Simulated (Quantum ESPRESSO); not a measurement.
**MgS (Niningerite): from Born charge to LO-TO splitting**

How high does the longitudinal optical mode of MgS (Niningerite) lie, given the transverse one, the Born charge and ε∞?

Main program and level: Quantum ESPRESSO 7.5; DFT LDA, scalar-relativistic, plane waves, PseudoDojo norm-conserving pseudopotentials.

**1. The relaxed structure**

The structure is cubic, space group Fm-3m (No. 225). Conventional cell: a = 5.132 Å, b = 5.132 Å, c = 5.132 Å, α = 90.00°, β = 90.00°, γ = 90.00°. Nearest to Mg lie 6 S at 2.57 Å. S has 6 Mg at 2.57 Å nearest. Farther neighbours and most contacts between anions are not listed.

This is the cell after its relaxation at this level of theory, not the database cell from which that began.

**2. What the response run gave**

A linear-response run on the relaxed cell, with the response to an electric field; only its zone-centre results are used. Cutoff 92 Ry, k mesh 8×8×8.

The program printed:

```text
[banners, grids, parts of the stress and lines that vanish by symmetry left out]
Program PHONON v.7.5
     Reading xml data from directory:

[...]
Exchange-correlation= PW
                           (   1   4   0   0   0   0   0)
[...]
(   8 q-points):
[...]
kinetic-energy cut-off    =      92.0000  Ry
     charge density cut-off    =     368.0000  Ry
     convergence threshold     =      1.0E-18
[...]
Exchange-correlation= PW
                           (   1   4   0   0   0   0   0)
[...]
q = (   0.0000000   0.0000000   0.0000000 )
     49 Sym.Ops. (with q -> -q+G )
     G cutoff =  438.3117  (  27317 G-vectors)     FFT grid: ( 45, 45, 45)
     number of k points=    29
[...]
Mode symmetry, O_h (m-3m)  point group:
[...]
Dielectric constant
[...]
End of electric fields calculation
          Dielectric constant in cartesian axis
          (       5.647373184       0.000000000       0.000000000 )
          (       0.000000000       5.647373184      -0.000000000 )
          (      -0.000000000       0.000000000       5.647373184 )
          Effective charges (d Force / dE) in cartesian axis without acoustic sum rule applied (asr)
           atom    1  Mg    Mean Z*:        2.30172
      Ex  (        2.30172       -0.00000        0.00000 )
      Ey  (       -0.00000        2.30172        0.00000 )
      Ez  (       -0.00000        0.00000        2.30172 )
           atom    2  S     Mean Z*:       -2.31409
      Ex  (       -2.31409        0.00000        0.00000 )
      Ey  (        0.00000       -2.31409       -0.00000 )
      Ez  (        0.00000       -0.00000       -2.31409 )
          Effective charges Sum: Mean:       -0.01238
[...]
Effective charges (d Force / dE) in cartesian axis with asr applied:
           atom    1  Mg    Mean Z*:        2.30790
[...]
atom    2  S     Mean Z*:       -2.30790
[...]
Representation #   1 modes #   1   2   3
[...]
End of self-consistent calculation
     Convergence has been achieved
     Representation #   2 modes #   4   5   6
[...]
End of self-consistent calculation
     Convergence has been achieved
[...]
Dielectric constant in cartesian axis
          (       5.647373184       0.000000000       0.000000000 )
          (       0.000000000       5.647373184      -0.000000000 )
          (      -0.000000000       0.000000000       5.647373184 )
          Effective charges (d Force / dE) in cartesian axis without acoustic sum rule applied (asr)
           atom    1  Mg    Mean Z*:        2.30172
[...]
Mode symmetry, C_s (m)     point group:
[...]
q = (    0.530330086  -0.176776695   0.530330086 )
[...]
Mode symmetry, C_s (m)     point group:
     freq (   1-   1) =        153.1  [cm-1]   --> A''
     freq (   2-   2) =        187.8  [cm-1]   --> A'
     freq (   3-   3) =        226.7  [cm-1]   --> A'
     freq (   4-   4) =        251.5  [cm-1]   --> A''
     freq (   5-   5) =        283.2  [cm-1]   --> A'
     freq (   6-   6) =        309.5  [cm-1]   --> A'
[...]
Mode symmetry, C_2v (mm2)  point group:
[...]
q = (    0.353553391   0.000000000   0.353553391 )
[...]
Mode symmetry, C_2v (mm2)  point group:
     freq (   1-   1) =        157.5  [cm-1]   --> B_2  D_4  S_4
     freq (   2-   2) =        188.5  [cm-1]   --> B_1  D_3  S_3
     freq (   3-   3) =        206.6  [cm-1]   --> B_1  D_3  S_3
     freq (   4-   4) =        262.0  [cm-1]   --> A_1  D_1  S_1
     freq (   5-   5) =        281.9  [cm-1]   --> B_2  D_4  S_4
     freq (   6-   6) =        324.2  [cm-1]   --> A_1  D_1  S_1
[...]
Mode symmetry, D_4h(4/mmm) point group:
[...]
Convergence has been achieved
[...]
Convergence has been achieved
[...]
Convergence has been achieved
[...]
Convergence has been achieved
[...]
q = (    0.000000000  -0.707106781   0.000000000 )
[...]
freq (    5) =       8.343317 [THz] =     278.303106 [cm-1]
     freq (    6) =       9.418907 [THz] =     314.180934 [cm-1]
[...]
Mode symmetry, D_4h(4/mmm) point group:
     freq (   1-   2) =        125.0  [cm-1]   --> E_u  X_5' M_5'
     freq (   3-   3) =        185.0  [cm-1]   --> A_2u X_4' M_4'
     freq (   4-   5) =        278.3  [cm-1]   --> E_u  X_5' M_5'
     freq (   6-   6) =        314.2  [cm-1]   --> A_2u X_4' M_4'
[...]
Mode symmetry, D_2d (-42m) point group:
[...]
Representation #   1 mode #   1
[...]
Convergence has been achieved
     Representation #   2 mode #   2
[...]
Convergence has been achieved
     Representation #   3 modes #   3   4
[...]
End of self-consistent calculation
     Convergence has been achieved
     Representation #   4 modes #   5   6
[...]
End of self-consistent calculation
     Convergence has been achieved
[...]
q = (   -0.353553391  -0.707106781   0.000000000 )
[...]
freq (    1) =       5.133766 [THz] =     171.244009 [cm-1]
     freq (    2) =       5.133766 [THz] =     171.244009 [cm-1]
     freq (    3) =       7.185604 [THz] =     239.685934 [cm-1]
     freq (    4) =       7.252467 [THz] =     241.916251 [cm-1]
     freq (    5) =       8.915870 [THz] =     297.401416 [cm-1]
     freq (    6) =       8.915870 [THz] =     297.401416 [cm-1]
[...]
Mode symmetry, D_2d (-42m) point group:
     freq (   1-   2) =        171.2  [cm-1]   --> E    X_5  W_3
     freq (   3-   3) =        239.7  [cm-1]   --> B_2  X_3  W_2
     freq (   4-   4) =        241.9  [cm-1]   --> A_1  X_1  W_1
     freq (   5-   6) =        297.4  [cm-1]   --> E    X_5  W_3

   JOB DONE.
```

```csv
quantity,value
cell volume Ω (Å³),33.786
mass of Mg (u),24.305
mass of S (u),32.060
"Born charge of Mg, raw (e)",2.302
"Born charge of S, raw (e)",-2.314
ε∞,5.647
ω(TO) after the sum rule (cm⁻¹),251.4
```

**3. The calculation**

The charges must sum to zero over the cell; taking off their mean, -0.006 e, leaves Z* = 2.308 e on Mg. In the polar mode Mg moves against S, so the reduced mass is μ = 24.30 × 32.06 / 56.37 = 13.825 u.

A longitudinal wave builds up a field that adds to the restoring force: ω(LO)² = ω(TO)² + 4π Z*² / (μ Ω ε∞), in Hartree atomic units. With μ = 25201 electron masses and Ω = 228.00 bohr³ the second term is 2.0628e-06 Ha², or 99363 cm⁻² (1 Ha = 219474.6 cm⁻¹).

So ω(LO) = √(63217 + 99363) = 403.2 cm⁻¹, and by the Lyddane-Sachs-Teller relation ε₀ = ε∞ (ω(LO)/ω(TO))² = 14.52.

**4. Check against the program**

The analysis program adds the same non-analytic term to the full matrix, here for q along (1 0 0).

The program printed:

```text
[banner, memory and clock lines left out]
Program DYNMAT v.7.5

     Reading Dynamical Matrix from file x.dyn1
     ...Force constants read
     ...epsilon and Z* read

     Polarizability (A^3 units)
     multiply by 0.392292 for Clausius-Mossotti correction
        12.494777    0.000000   -0.000000
         0.000000   12.494777    0.000000
         0.000000   -0.000000   12.494777

     IR activities are in (D/A)^2/amu units

# mode   [cm-1]    [THz]      IR
    1     -0.00   -0.0000    0.0000
    2     -0.00   -0.0000    0.0000
    3     -0.00   -0.0000    0.0000
    4    251.43    7.5376    8.8890
    5    251.43    7.5376    8.8890
    6    403.21   12.0880    8.8890
```

ε₀ comes from the program's run without a direction of q.

```csv
quantity,by hand,program
ω(LO) (cm⁻¹),403.2,403.2
ε₀,14.52,14.52
```

**5. Summary of results**

* TO mode: 251.4 cm⁻¹
* LO mode: 403.2 cm⁻¹
* static dielectric constant: 14.52

The LO mode of MgS (Niningerite) lies at 403 cm⁻¹, 152 cm⁻¹ above the TO mode; the formula meets the program within 0.1 cm⁻¹, as it must for a cubic crystal with one polar mode. ω(LO)² − ω(TO)² goes with Z*²/ε∞: an error of 5 % in ε∞ would move the LO mode by 5.9 cm⁻¹, and semilocal functionals tend to overestimate ε∞. These are harmonic values at zero temperature, at the volume of this functional, for the structure held cubic; stability elsewhere in the zone is no part of this calculation.

[Host names and launcher messages were left out of these logs when they were recorded.]

[Logs are printed without paths, hosts, clocks, repeated set-up lines and the standing remarks that a program may print on its own settings, such as how far it seeks lower states.]

[Hosts, paths, dates, database ids (printed as entryN), source tags and the programs' standing remarks are cut or masked in the printed files.]
